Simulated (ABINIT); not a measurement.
**Quasiparticle gap of GaN (F-43m) in ABINIT**

Wanted: ground state, empty states, screening and self-energy for GaN (F-43m).

Calculated with ABINIT 10.8.3; PBE and many-body steps on it, plane waves.

## 1. Starting point

It takes space group F-43m (No. 216, cubic). The conventional cell has a = 4.507 Å, b = 4.507 Å, c = 4.507 Å, α = 90.00°, β = 90.00°, γ = 90.00°. Nearest to Ga lie 4 N at 1.95 Å. Nearest to N lie 4 Ga at 1.95 Å. Farther neighbours and most contacts between anions are not listed.

The cell and positions are those that the Materials Project relaxed with its own functionals (PBE, PBE+U or r2SCAN), kept fixed. This is not the form that GaN usually takes at ambient conditions.

## 2. Ground state

This step: ABINIT 10.8.3; DFT, PBE with spin-orbit coupling, plane waves, norm-conserving pseudopotentials.

The ground-state density comes first.

Contents of run.abi:

```
acell 3*1.0 Angstrom
rprim 
  0.000000000000 2.253500607500 2.253500607500
  2.253500607500 0.000000000000 2.253500607500
  2.253500607500 2.253500607500 0.000000000000
ntypat 2
znucl 31 7
natom 2
typat 1 2
xred 
  0.000000000000 0.000000000000 0.000000000000
  0.750000000000 0.750000000000 0.750000000000
pp_dirpath "pseudos"
pseudos "Ga.upf, N.upf"
ecut 36
nspinor 2
ngkpt 6 6 6
nshiftk 1
shiftk 0 0 0
kptopt 1
chksymbreak 0
nband 28
occopt 1
tolvrs 1e-10
nstep 60
prtwf 0
optforces 0
optstress 0
indata_prefix "in"
outdata_prefix "out"
tmpdata_prefix "tmp"
```

Run with:

```sh
$ OMP_NUM_THREADS=1 mpirun -n 4 abinit run.abi > log
```

Numbers of over 12 decimals in the logs are rounded to 6 here.

Log:

```text
.Version 10.8.3 of ABINIT. v10.8.2 released Aug 2026.

 Symmetries : space group F-4 3 m (#216); Bravais cF (face-center cubic)
================================================================================
 Values of the parameters that define the memory need of the present run
     intxc =       0    ionmov =       0      iscf =       7    lmnmax =      14
     lnmax =      14     mgfft =      36  mpssoang =       5    mqgrid =    3001
     natom =       2  nloc_mem =       1    nspden =       1   nspinor =       2
    nsppol =       1      nsym =      24    n1xccc =    2501    ntypat =       2
    occopt =       1   xclevel =       2
-    mband =          28        mffmem =           1         mkmem =           4
       mpw =        1639          nfft =       46656          nkpt =          16
================================================================================
  Rough estimation (10% accuracy) of disk space for files :
================================================================================

--------------------------------------------------------------------------------
------------- Echo of variables that govern the present computation ------------
--------------------------------------------------------------------------------
 -outvars: echo values of preprocessed input variables --------
            acell      1.8897261259E+00  1.8897261259E+00  1.8897261259E+00 Bohr

      chksymbreak           0
             ecut      3.60000000E+01 Hartree
-          fftalg         312

              ixc     -101130
              kpt      0.00000000E+00  0.00000000E+00  0.00000000E+00
                       1.66666667E-01  0.00000000E+00  0.00000000E+00
                       3.33333333E-01  0.00000000E+00  0.00000000E+00
                       5.00000000E-01  0.00000000E+00  0.00000000E+00
                       1.66666667E-01  1.66666667E-01  0.00000000E+00
                       3.33333333E-01  1.66666667E-01  0.00000000E+00
                       5.00000000E-01  1.66666667E-01  0.00000000E+00
                      -3.33333333E-01  1.66666667E-01  0.00000000E+00
                      -1.66666667E-01  1.66666667E-01  0.00000000E+00
   [... 5 further rows ...]
                      -3.33333333E-01  3.33333333E-01  1.66666667E-01
                      -3.33333333E-01  5.00000000E-01  1.66666667E-01
         kptrlatt        6    0    0      0    6    0      0    0    6
          kptrlen      3.61345620E+01
P           mkmem           4
            natom           2
            nband          28
            ngfft          36      36      36
             nkpt          16
          nspinor           2
            nstep          60
             nsym          24
           ntypat           2
              occ      1.000000  1.000000  1.000000  1.000000  1.000000  1.000000
                       1.000000  1.000000  1.000000  1.000000  1.000000  1.000000
                       1.000000  1.000000  1.000000  1.000000  1.000000  1.000000
                       0.000000  0.000000  0.000000  0.000000  0.000000  0.000000
                       0.000000  0.000000  0.000000  0.000000
        optforces           0
        optstress           0
            prtwf           0
            rprim      0.0000000000E+00  2.2535006075E+00  2.2535006075E+00
[...]
spgroup         216

           tolvrs      1.00000000E-10

             xred      0.0000000000E+00  0.0000000000E+00  0.0000000000E+00
[...]
znucl       31.00000    7.00000

================================================================================

 chkinp: Checking input parameters for consistency.

================================================================================
== DATASET  1 ==================================================================
-   mpi_nproc: 4, omp_nthreads: 1 (-1 if OMP is not activated)

--- !DatasetInfo
iteration_state: {dtset: 1, }
dimensions: {natom: 2, nkpt: 16, mband: 28, nsppol: 1, nspinor: 2, nspden: 1, mpw: 1639, }
cutoff_energies: {ecut:  36.0, pawecutdg:  -1.0, }
electrons: {nelect:   1.80000000E+01, charge:   0.00000000E+00, occopt:   1.00000000E+00, tsmear:   1.00000000E-02, }

 Real(R)+Recip(G) space primitive vectors, cartesian coordinates (Bohr,Bohr^-1):
 R(1)=  0.0000000  4.2584990  4.2584990  G(1)= -0.1174123  0.1174123  0.1174123
 R(2)=  4.2584990  0.0000000  4.2584990  G(2)=  0.1174123 -0.1174123  0.1174123
 R(3)=  4.2584990  4.2584990  0.0000000  G(3)=  0.1174123  0.1174123 -0.1174123
 Unit cell volume ucvol=  1.5445417E+02 bohr^3
 Angles (23,13,12)=  6.00000000E+01  6.00000000E+01  6.00000000E+01 degrees

 getcut: wavevector=  0.0000  0.0000  0.0000  ngfft=  36  36  36
         ecut(hartree)=     36.000   => boxcut(ratio)=   2.21317

 getcut : COMMENT -
  Note that boxcut > 2.2 ; recall that boxcut=Gcut(box)/Gcut(sphere) = 2
  is sufficient for exact treatment of convolution.
  Such a large boxcut is a waste : you could raise ecut
  e.g. ecut=   44.083054 Hartrees makes boxcut=2

--- Pseudopotential description ------------------------------------------------
- Ga Generated using ONCVPSP code by D. R. Hamann
- 31.00000  13.00000  180423                  znucl, zion, pspdat
12 -101130 2 -1 1926                          pspcod,pspxc,lmax,lloc,mmax
     nproj     2     3     2     0
     spin-orbit psp
        nprojso     4     3     0
  pspatm : epsatm=   24.69668326
         --- l  ekb(1:nproj) -->
[...]
1    6.514227    1.183917    0.006271
[...]
spin-orbit 1    0.834340   -0.139931    0.048290   -0.000153
  spin-orbit 2    0.012877    0.008543   -0.000167
 pspatm: atomic psp has been read  and splines computed

- N Generated using ONCVPSP code by D. R. Hamann
-  7.00000   5.00000  180423                  znucl, zion, pspdat
12 -101130 1 -1 1058                          pspcod,pspxc,lmax,lloc,mmax
     nproj     2     2     0     0
     spin-orbit psp
        nprojso     2     0     0
  pspatm : epsatm=    5.21132191
         --- l  ekb(1:nproj) -->
[...]
1   -4.293833   -1.006955
  spin-orbit 1    0.005231    0.001392
 pspatm: atomic psp has been read  and splines computed

   5.38344093E+02                                ecore*ucvol(ha*bohr**3)
--------------------------------------------------------------------------------

_setup2: Arith. and geom. avg. npw (full set) are    1592.727    1592.690

================================================================================

--- !BeginCycle
iteration_state: {dtset: 1, }
solver: {iscf: 7, nstep: 60, nline: 4, wfoptalg: 0, }
tolerances: {tolvrs: 1.00E-10, }

     iter   Etot(hartree)      deltaE(h)  residm     vres2
 ETOT  1  -86.292274104454    -8.629E+01 5.989E-01 6.636E+02
 ETOT  2  -86.730405759297    -4.381E-01 2.185E-02 6.412E+02
 ETOT  3  -86.866711343616    -1.363E-01 4.130E-03 8.437E-01
 ETOT  4  -86.866844247142    -1.329E-04 2.330E-04 3.951E-02
 ETOT  5  -86.866848085924    -3.839E-06 1.372E-04 2.205E-03
 ETOT  6  -86.866848314091    -2.282E-07 1.282E-04 2.330E-04
 ETOT  7  -86.866848357141    -4.305E-08 1.306E-04 4.361E-06
 ETOT  8  -86.866848357901    -7.597E-10 1.195E-04 2.498E-07
 ETOT  9  -86.866848357955    -5.396E-11 1.365E-04 3.365E-09
 ETOT 10  -86.866848357958    -3.567E-12 1.043E-04 3.155E-12

 At SCF step   10       vres2   =  3.15E-12 < tolvrs=  1.00E-10 =>converged.

--- !ResultsGS
iteration_state: {dtset: 1, }
comment   : Summary of ground state results
lattice_vectors:
- [  0.0000000,   4.2584990,   4.2584990, ]
- [  4.2584990,   0.0000000,   4.2584990, ]
- [  4.2584990,   4.2584990,   0.0000000, ]
lattice_lengths: [   6.02243,    6.02243,    6.02243, ]
lattice_angles: [ 60.000,  60.000,  60.000, ] # degrees, (23, 13, 12)
lattice_volume:   1.5445417E+02
convergence: {deltae: -3.567E-12, res2:  3.155E-12, residm:  1.043E-04, diffor:  0.000E+00, }
etotal    :  -8.68668484E+01
entropy   :   0.00000000E+00
fermie    :   1.95969174E-01
cartesian_stress_tensor: null
pressure_GPa: null
xred      :
- [  0.0000E+00,   0.0000E+00,   0.0000E+00, Ga]
- [  7.5000E-01,   7.5000E-01,   7.5000E-01,  N]
cartesian_forces: null
force_length_stats: {min: null, max: null, mean: null, }

 Integrated electronic density in atomic spheres:
 ------------------------------------------------
 Atom  Sphere_radius  Integrated_density
    1        2.00000         10.87803696
    2        2.00000          5.23064287
================================================================================

 ----iterations are completed or convergence reached----

 Mean square residual over all n,k,spin=   53.844E-08; max=  10.430E-05
 reduced coordinates (array xred) for    2 atoms
       0.000000000000      0.000000000000      0.000000000000
       0.750000000000      0.750000000000      0.750000000000
 rms dE/dt=  0.0000E+00; max dE/dt=  0.0000E+00; dE/dt below (all hartree)
    1       0.000000000000      0.000000000000      0.000000000000
    2       0.000000000000      0.000000000000      0.000000000000

 cartesian coordinates (angstrom) at end:
    1      0.000000     0.000000     0.000000
    2      3.380251     3.380251     3.380251
 length scales=  1.889726125908  1.889726125908  1.889726125908 bohr
              =  1.000000000000  1.000000000000  1.000000000000 angstroms
 prteigrs : about to open file out_EIG
 Fermi (or HOMO) energy (hartree) =   0.19597   Average Vxc (hartree)=  -0.43119
 Eigenvalues (hartree) for nkpt=  16  k points:
 kpt#   1, nband= 28, wtk=  0.00463, kpt=  0.0000  0.0000  0.0000 (reduced coord)
  -0.38877   -0.38877   -0.30955   -0.30955   -0.30955   -0.30955   -0.29632   -0.29632
  -0.28787   -0.28787   -0.28787   -0.28787    0.19551    0.19551    0.19597    0.19597
   0.19597    0.19597    0.26039    0.26039    0.56825    0.56825    0.58020    0.58020
   0.58020    0.58020    0.84310    0.84310
 prteigrs : prtvol=0 or 1, do not print more k-points.

--- !EnergyTerms
iteration_state     : {dtset: 1, }
comment             : Components of total free energy in Hartree
kinetic             :  7.01143231658994E+01
hartree             :  2.18341744455849E+01
xc                  : -2.40611864889904E+01
Ewald energy        : -5.83371585177303E+01
psp_core            :  3.48546170932747E+00
local_psp           : -6.04987303150291E+01
non_local_psp       : -3.94037323570204E+01
total_energy        : -8.68668483579585E+01
total_energy_eV     : -2.36376736263947E+03
band_energy         : -3.09323161363051E+00

== END DATASET(S) ==============================================================
================================================================================

 -outvars: echo values of variables after computation  --------
           etotal     -8.6866848358E+01
            nband          28
             nkpt          16
          spgroup         216
 [... the other variables as echoed above ...]

 Calculation completed.
```

It took 17 s on 4 MPI ranks of Arm Neoverse V2, shared host; peak memory 0.31 GiB.

Numbers from this step:

| Quantity | Value |
| --- | --- |
| total energy | -2363.7674 eV |
| gap | 1.753 eV |
| k of the valence top | 0, 0, 0 |
| k of the conduction bottom | 0, 0, 0 |
| least direct gap | 1.753 eV |

The gap is direct, at Γ.

## 3. Bands along the symmetry lines

The cheap functional maps the bands first; the places of the edges decide which points the dearer methods must see.

Contents of run.abi:

```
acell 3*1.0 Angstrom
rprim 
  0.000000000000 2.253500607500 2.253500607500
  2.253500607500 0.000000000000 2.253500607500
  2.253500607500 2.253500607500 0.000000000000
ntypat 2
znucl 31 7
natom 2
typat 1 2
xred 
  0.000000000000 0.000000000000 0.000000000000
  0.750000000000 0.750000000000 0.750000000000
pp_dirpath "pseudos"
pseudos "Ga.upf, N.upf"
ecut 36
nspinor 2
iscf -2
irdden 1
kptopt 0
nkpt 26
kpt 
  0.00000000 0.00000000 0.00000000
  -0.12500000 -0.12500000 0.00000000
  -0.25000000 -0.25000000 0.00000000
  -0.37500000 -0.37500000 0.00000000
  -0.50000000 -0.50000000 0.00000000
  -0.46875000 -0.46875000 0.06250000
  -0.43750000 -0.43750000 0.12500000
  -0.40625000 -0.40625000 0.18750000
  -0.37500000 -0.37500000 0.25000000
  -0.37500000 0.00000000 0.37500000
  -0.28125000 0.00000000 0.28125000
  -0.18750000 0.00000000 0.18750000
  -0.09375000 0.00000000 0.09375000
  0.00000000 0.00000000 0.00000000
  0.00000000 0.00000000 0.12500000
  0.00000000 0.00000000 0.25000000
  0.00000000 0.00000000 0.37500000
  0.00000000 0.00000000 0.50000000
  -0.12500000 -0.06250000 0.43750000
  -0.25000000 -0.12500000 0.37500000
  -0.37500000 -0.18750000 0.31250000
  -0.50000000 -0.25000000 0.25000000
  -0.50000000 -0.31250000 0.18750000
  -0.50000000 -0.37500000 0.12500000
  -0.50000000 -0.43750000 0.06250000
  -0.50000000 -0.50000000 0.00000000
istwfk *1
nband 34
nbdbuf 6
tolwfr 1e-08
nstep 40
prtwf 0
prtvol 0
indata_prefix "in"
outdata_prefix "out"
tmpdata_prefix "tmp"
```

Log:

```text
.Version 10.8.3 of ABINIT. v10.8.2 released Aug 2026.

 Symmetries : space group F-4 3 m (#216); Bravais cF (face-center cubic)
[... echo of the input left out ...]
== DATASET  1 ==================================================================
-   mpi_nproc: 4, omp_nthreads: 1 (-1 if OMP is not activated)

--- !DatasetInfo
iteration_state: {dtset: 1, }
dimensions: {natom: 2, nkpt: 26, mband: 34, nsppol: 1, nspinor: 2, nspden: 1, mpw: 1639, }
cutoff_energies: {ecut:  36.0, pawecutdg:  -1.0, }
electrons: {nelect:   1.80000000E+01, charge:   0.00000000E+00, occopt:   1.00000000E+00, tsmear:   1.00000000E-02, }

 Real(R)+Recip(G) space primitive vectors, cartesian coordinates (Bohr,Bohr^-1):
 R(1)=  0.0000000  4.2584990  4.2584990  G(1)= -0.1174123  0.1174123  0.1174123
 R(2)=  4.2584990  0.0000000  4.2584990  G(2)=  0.1174123 -0.1174123  0.1174123
 R(3)=  4.2584990  4.2584990  0.0000000  G(3)=  0.1174123  0.1174123 -0.1174123
 Unit cell volume ucvol=  1.5445417E+02 bohr^3
 Angles (23,13,12)=  6.00000000E+01  6.00000000E+01  6.00000000E+01 degrees

 getcut: wavevector=  0.0000  0.0000  0.0000  ngfft=  36  36  36
         ecut(hartree)=     36.000   => boxcut(ratio)=   2.21317

 getcut : COMMENT -
  Note that boxcut > 2.2 ; recall that boxcut=Gcut(box)/Gcut(sphere) = 2
  is sufficient for exact treatment of convolution.
  Such a large boxcut is a waste : you could raise ecut
  e.g. ecut=   44.083054 Hartrees makes boxcut=2

--- Pseudopotential description ------------------------------------------------
- Ga Generated using ONCVPSP code by D. R. Hamann
- 31.00000  13.00000  180423                  znucl, zion, pspdat
12 -101130 2 -1 1926                          pspcod,pspxc,lmax,lloc,mmax
     nproj     2     3     2     0
     spin-orbit psp
        nprojso     4     3     0
  pspatm : epsatm=   24.69668326
         --- l  ekb(1:nproj) -->
             0    1.146725    7.033009
             1    6.514227    1.183917    0.006271
             2   -8.376928   -2.819938
  spin-orbit 1    0.834340   -0.139931    0.048290   -0.000153
  spin-orbit 2    0.012877    0.008543   -0.000167
 pspatm: atomic psp has been read  and splines computed

- N Generated using ONCVPSP code by D. R. Hamann
-  7.00000   5.00000  180423                  znucl, zion, pspdat
12 -101130 1 -1 1058                          pspcod,pspxc,lmax,lloc,mmax
     nproj     2     2     0     0
     spin-orbit psp
        nprojso     2     0     0
  pspatm : epsatm=    5.21132191
         --- l  ekb(1:nproj) -->
             0    0.636274    7.494450
[...]
spin-orbit 1    0.005231    0.001392
 pspatm: atomic psp has been read  and splines computed

--------------------------------------------------------------------------------

================================================================================
 prteigrs : about to open file out_EIG
[...]
2.35E-04  1.81E-04
[...]
9.2756E-01  9.2791E-01  9.2948E-01  9.3568E-01
 Non-SCF case, kpt    3 ( -0.25000 -0.25000  0.00000), residuals and eigenvalues=
[...]
4.63E-05  2.43E-05
[...]
Non-SCF case, kpt   25 ( -0.50000 -0.43750  0.06250), residuals and eigenvalues=
[...]
Non-SCF case, kpt   26 ( -0.50000 -0.50000  0.00000), residuals and eigenvalues=
[...]
3.1997E-01  3.1997E-01  4.4176E-01  4.4176E-01  6.2632E-01  6.2632E-01
  7.0665E-01  7.0665E-01  7.1085E-01  7.1085E-01  9.9406E-01  9.9406E-01
[...]
--- !ResultsGS
iteration_state: {dtset: 1, }
comment   : Summary of ground state results
lattice_vectors:
- [  0.0000000,   4.2584990,   4.2584990, ]
- [  4.2584990,   0.0000000,   4.2584990, ]
- [  4.2584990,   4.2584990,   0.0000000, ]
lattice_lengths: [   6.02243,    6.02243,    6.02243, ]
lattice_angles: [ 60.000,  60.000,  60.000, ] # degrees, (23, 13, 12)
lattice_volume:   1.5445417E+02
convergence: {deltae:  0.000E+00, res2:  0.000E+00, residm:  9.998E-09, diffor:  0.000E+00, }
etotal    :  -8.68668484E+01
entropy   :   0.00000000E+00
fermie    :   1.95969174E-01
cartesian_stress_tensor: null
pressure_GPa: null
xred      :
- [  0.0000E+00,   0.0000E+00,   0.0000E+00, Ga]
- [  7.5000E-01,   7.5000E-01,   7.5000E-01,  N]
cartesian_forces: null
force_length_stats: {min: null, max: null, mean: null, }

 Integrated electronic density in atomic spheres:
 ------------------------------------------------
 Atom  Sphere_radius  Integrated_density
[...]
================================================================================

 ----iterations are completed or convergence reached----

 Mean square residual over all n,k,spin=   50.203E-10; max=  99.976E-10
 reduced coordinates (array xred) for    2 atoms
       0.000000000000      0.000000000000      0.000000000000
       0.750000000000      0.750000000000      0.750000000000

 cartesian coordinates (angstrom) at end:
    1      0.000000     0.000000     0.000000
    2      3.380251     3.380251     3.380251
 length scales=  1.889726125908  1.889726125908  1.889726125908 bohr
              =  1.000000000000  1.000000000000  1.000000000000 angstroms
 prteigrs : about to open file out_EIG
 Eigenvalues (hartree) for nkpt=  26  k points:
 kpt#   1, nband= 34, wtk=  1.00000, kpt=  0.0000  0.0000  0.0000 (reduced coord)
[...]
kpt#   2, nband= 34, wtk=  1.00000, kpt= -0.1250 -0.1250  0.0000 (reduced coord)
[...]
kpt#   3, nband= 34, wtk=  1.00000, kpt= -0.2500 -0.2500  0.0000 (reduced coord)
[...]
kpt#  25, nband= 34, wtk=  1.00000, kpt= -0.5000 -0.4375  0.0625 (reduced coord)
[...]
1.10795    1.10832
 kpt#  26, nband= 34, wtk=  1.00000, kpt= -0.5000 -0.5000  0.0000 (reduced coord)
[...]
0.09766    0.09766    0.31997    0.31997    0.44176    0.44176    0.62632    0.62632
   0.70665    0.70665    0.71085    0.71085    0.99406    0.99406    1.11046    1.11073
   1.13792    1.14110

== END DATASET(S) ==============================================================
================================================================================

 -outvars: echo values of variables after computation  --------
            nband          34
             nkpt          26
          spgroup         216
 [... the other variables as echoed above ...]

 Calculation completed.
```

Elapsed: 15 s, on 4 MPI ranks; peak memory 0.31 GiB; 61 s of CPU time.

This step gave:

```yaml
gap: 1.753 eV
k_of_the_valence_top: 0, 0, 0
k_of_the_conduction_bottom: 0, 0, 0
least_direct_gap: 1.753 eV
```

The gap is 1.753 eV, as in the run before at this level.

Electronic bands along the path, in eV, zero at the top of the highest filled band:

```tsv
point	band 15	band 16	band 17	band 18	band 19	band 20	band 21	band 22
Γ	0.00	0.00	0.00	0.00	1.75	1.75	10.13	10.13
halfway	-1.50	-1.50	-1.47	-1.47	4.60	4.60	7.43	7.43
X	-2.72	-2.72	-2.68	-2.68	3.37	3.37	6.69	6.69
halfway	-3.36	-3.32	-2.56	-2.55	3.96	3.97	7.13	7.13
U	-4.27	-4.22	-2.17	-2.17	5.02	5.02	7.87	7.88
jump to K	-4.27	-4.22	-2.17	-2.17	5.02	5.02	7.87	7.88
halfway	-2.13	-2.10	-0.54	-0.53	5.22	5.24	8.50	8.54
Γ	0.00	0.00	0.00	0.00	1.75	1.75	10.13	10.13
halfway	-0.53	-0.53	-0.52	-0.51	4.09	4.09	8.80	8.80
L	-0.98	-0.98	-0.95	-0.95	4.67	4.67	8.73	8.73
halfway	-3.02	-2.98	-1.78	-1.75	6.64	6.65	7.02	7.04
W	-3.71	-3.70	-3.64	-3.60	6.23	6.24	8.39	8.40
halfway	-3.24	-3.18	-3.17	-3.16	4.59	4.61	7.49	7.49
X	-2.72	-2.72	-2.68	-2.68	3.37	3.37	6.69	6.69
```

(Part 1 of 2 ends here.)

[Paths, hosts, dates, memory and timing lines, banners, echoed tables and standing remarks are left out of the program output.]

[Logs are printed without paths, hosts, clocks, repeated set-up lines and the standing remarks that a program may print on its own settings, such as how far it seeks lower states.]

[Runs of the session that timed out or met a known fault of the program may be left out.]

[No measured gap is set beside runs whose start may be inverted or whose files or cutoffs have a known fault.]

[Hosts, paths, dates, database ids (printed as entryN), source tags and the programs' standing remarks are cut or masked in the printed files.]

[G0W0 gaps are taken among the corrected bands and points alone; a level outside them can change the order at an edge.]

[Where Ansatz stands beside ABINIT at settings called matched, ABINIT's density can come from a denser mesh and the files from another edition; pairs whose starting gaps differed by over 0.03 eV were left out, so agreement reads better than it is.]
